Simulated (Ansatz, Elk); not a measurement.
# How far do independent atoms describe CoAg2PbS4?, part 2 of 2

The structure of CoAg2PbS4 used here is made up (a known structure type with other elements) and was relaxed beforehand with PBE. The aim is the Fourier transform of its all-electron density, F(hkl), set beside the sum over free spherical atoms that refinements use.

Elk 11.2.3 (patched build); all-electron DFT.

So far: The structure; Ground state and structure factors; The magnetisation density; The highest occupied states alone.

The structure was built from a prototype and need not be the compound's stable phase.

## Step 5: Another functional

Level of this step: DFT, LDA (Perdew-Wang), all-electron APW+lo, Dirac cores, scalar-relativistic bands, static density, ferromagnetic start (Elk).

The difference from free atoms is small, so it is set against the change that LDA (Perdew-Wang) makes.

Contents of elk.in:

```
tasks
  0
  195
  196

xctype
  3

spinpol
  .true.

rgkmax
  7.0

gmaxvr
  14.0

lmaxo
  7

lmaxapw
  8

swidth
  0.002

tshift
  .false.

ramdisk
  .false.

hmaxvr
  5.5

maxscl
  120

epspot
  1e-06

reducebf
  0.8

sppath
  './'

avec
  -5.49962353201 5.49962353201 10.51723893732
  5.49962353201 -5.49962353201 10.51723893732
  5.49962353201 5.49962353201 -10.51723893732

atoms
  4
  'Pb.in'
  1
  0.5000000000 0.5000000000 -0.0000000000   0.000000 0.000000 0.000000
  'Ag.in'
  2
  0.2500000000 0.7500000000 0.5000000000   0.000000 0.000000 0.000000
  0.7500000000 0.2500000000 0.5000000000   0.000000 0.000000 0.000000
  'Co.in'
  1
  -0.0000000000 -0.0000000000 -0.0000000000   0.000000 0.000000 -0.080000
  'S.in'
  4
  0.0873965904 0.6703908677 0.0000000000   0.000000 0.000000 0.000000
  0.9126034096 0.9126034096 0.5829942773   0.000000 0.000000 0.000000
  0.6703908677 0.0873965904 0.0000000000   0.000000 0.000000 0.000000
  0.3296091323 0.3296091323 0.4170057227   0.000000 0.000000 0.000000

ngridk
  5 5 5
```

Started as:

```
$ OMP_NUM_THREADS=4 elk
```

Numbers of over 12 decimals in the logs are rounded to 6 here.

The program printed:

```text
┌─────────────────────────┐
│ Elk code version 11.2.3 │
└─────────────────────────┘

All units are atomic (Hartree, Bohr, etc.)

┌─────────────────────────────────────────────────┐
│ Ground-state run starting from atomic densities │
└─────────────────────────────────────────────────┘

Lattice vectors :
  -5.499623532       5.499623532       10.51723894
   5.499623532      -5.499623532       10.51723894
   5.499623532       5.499623532      -10.51723894

Reciprocal lattice vectors :
 -0.1582656947E-16  0.5712377648      0.2987088790
[...]
atom 3                    :   0.5279529604E-01
   atom 4                    :   0.5279529604E-01
 total in muffin-tins        :    1.715166879
 total moment                :    2.002552119

┌──────────────────────────────┐
│ Self-consistent loop stopped │
└──────────────────────────────┘

Warning : the lowest level lies among the core levels :   -3.213812398      -2.634692052

Warning : core states of species 1 leak from the muffin-tin :   0.1184454653E-02

Warning : core states of species 3 leak from the muffin-tin :   0.1995971711E-02

Warning : core states of species 4 leak from the muffin-tin :   0.3691407643E-03

Wrote STATE.OUT
[key lines of the parts left out:]
total energy                :     -34525.461819271
```

Elapsed: 6.1 min, on 4 threads of INTEL XEON PLATINUM 8581C at 2.30GHz (Emerald Rapids), shared host; peak memory 0.54 GiB.

Against the first run R = 0.04 %; the largest change is -0.083 at 224. The moment goes from 2.18 to 2.00 μB.

## Step 6: Basis size

The basis and the expansions that go with it are enlarged, to see whether the differences are converged.

elk.in: that of step 5 with these lines changed.

```diff
@@ -6,3 +6,3 @@
 xctype
-  3
+  20
 
@@ -12,12 +12,12 @@
 rgkmax
-  7.0
+  8.5
 
 gmaxvr
-  14.0
+  18.0
 
 lmaxo
-  7
+  9
 
 lmaxapw
-  8
+  10
```

Started as:

```
$ OMP_NUM_THREADS=4 elk
```

The program printed:

```text
┌─────────────────────────┐
│ Elk code version 11.2.3 │
└─────────────────────────┘

All units are atomic (Hartree, Bohr, etc.)

┌─────────────────────────────────────────────────┐
│ Ground-state run starting from atomic densities │
└─────────────────────────────────────────────────┘

Lattice vectors :
  -5.499623532       5.499623532       10.51723894
   5.499623532      -5.499623532       10.51723894
   5.499623532       5.499623532      -10.51723894

Reciprocal lattice vectors :
 -0.1582656947E-16  0.5712377648      0.2987088790
[...]
muffin-tins
  species : 1 (Pb)
[...]
species : 2 (Ag)
[...]
species : 3 (Co)
[...]
species : 4 (S)
[...]
atom 3                    :   0.5261594472E-01
   atom 4                    :   0.5261594472E-01
 total in muffin-tins        :    2.005941357
 total moment                :    2.305902876

RMS change in Kohn-Sham potential (target) :   0.6331602944E-03 (  0.1000000000E-05)
Absolute change in total energy (target)   :   0.6848444892E-01 (  0.1000000000E-03)

┌──────────────────┐
│ Loop number : 11 │
└──────────────────┘
[key lines of the parts left out:]
total energy                :     -34553.663515488
```

The job ended after 7.7 min (4 threads; peak memory 1.4 GiB).

The run was cut off at its time limit.

## Step 7: With a Hubbard U

A Hubbard U is put on the d shell, to see how far it moves the factors.

elk.in: that of step 6 with these lines changed.

```diff
@@ -12,12 +12,12 @@
 rgkmax
-  8.5
+  7.0
 
 gmaxvr
-  18.0
+  14.0
 
 lmaxo
-  9
+  7
 
 lmaxapw
-  10
+  8
 
@@ -73 +73,5 @@
   5 5 5
+
+dft+u
+  1 1
+  3 2 0.121273 0.000000
```

Started as:

```
$ OMP_NUM_THREADS=4 elk
```

The program printed:

```text
┌─────────────────────────┐
│ Elk code version 11.2.3 │
└─────────────────────────┘

All units are atomic (Hartree, Bohr, etc.)

┌─────────────────────────────────────────────────┐
│ Ground-state run starting from atomic densities │
└─────────────────────────────────────────────────┘

Lattice vectors :
  -5.499623532       5.499623532       10.51723894
   5.499623532      -5.499623532       10.51723894
   5.499623532       5.499623532      -10.51723894

Reciprocal lattice vectors :
 -0.1582656947E-16  0.5712377648      0.2987088790
[...]
muffin-tins
  species : 1 (Pb)
[...]
species : 2 (Ag)
[...]
species : 3 (Co)
[...]
species : 4 (S)
[...]
atom 3                    :  -0.7138217252E-01
   atom 4                    :  -0.7138217252E-01
 total in muffin-tins        :   -3.544158538
 total moment                :   -3.896840419

RMS change in Kohn-Sham potential (target) :   0.6992813837E-01 (  0.1000000000E-05)
Absolute change in total energy (target)   :    8.684821098     (  0.1000000000E-03)

┌──────────────────┐
│ Loop number : 10 │
└──────────────────┘
[key lines of the parts left out:]
total energy                :     -34558.047182890
```

Wall time 4.6 min (4 threads); peak memory 0.82 GiB.

The run was cut off at its time limit.

## Step 8: Settings against the effect

| run | R against the first run (%) | R against neutral atoms, low angle (%) | wall time |
| --- | --- | --- | --- |
| PBE, rgkmax 7 | 0.00 | 0.30 | 9.2 min |
| LDA (Perdew-Wang) | 0.04 | 0.32 | 6.1 min |

## Step 9: Outcome

| Property | Result |
| --- | --- |
| R against neutral atoms, sin θ/λ < 0.3 Å⁻¹ | 0.30 % |
| R against neutral atoms, 0.3 to 0.64 Å⁻¹ | 0.15 % |

In words: Independent neutral atoms miss the calculated amplitudes by R = 0.30 % below 0.3 Å⁻¹ and 0.15 % from there to 0.64 Å⁻¹; by shells, 0.99 % below 0.15 Å⁻¹ (3 forms), 0.28 % 0.15 to 0.3 (19 forms), 0.15 % 0.3 to 0.45 (37 forms), 0.15 % above 0.45 (90 forms). Bonding, aspherical density and the tables' own atoms all enter these figures, and the runs don't part them. The largest change of an amplitude is -0.74 electrons, at 200. R counts amplitudes alone; phases shift too. The magnetic order is that of the start. No other order was tried here, and an antiferromagnetic one would change or move the magnetic intensity. The window's part falls from 59.0 electrons at the origin to at most 2.23 between 0.45 and 0.64 Å⁻¹, where compact states inside the window still scatter. Below 0.3 Å⁻¹ the changes that finished (LDA (Perdew-Wang)) move F by R = 0.04 % at most, against the 0.30 % that separates it from free atoms. The magnetic factors move by R = 13.5 % (LDA (Perdew-Wang)), so they aren't settled to better than that. The basis has no finished test. The k-mesh has no finished test. Spin-orbit coupling is left out, which can matter for elements this heavy. Part of the difference isn't bonding: the tables are fits to free atoms and ions calculated by other methods than this functional. Thermal motion, anomalous dispersion and extinction are left out.

[Logs are printed without paths, hosts, clocks, repeated set-up lines and the standing remarks that a program may print on its own settings, such as how far it seeks lower states.]

[Hosts, paths, dates, database ids (printed as entryN), source tags and the programs' standing remarks are cut or masked in the printed files.]
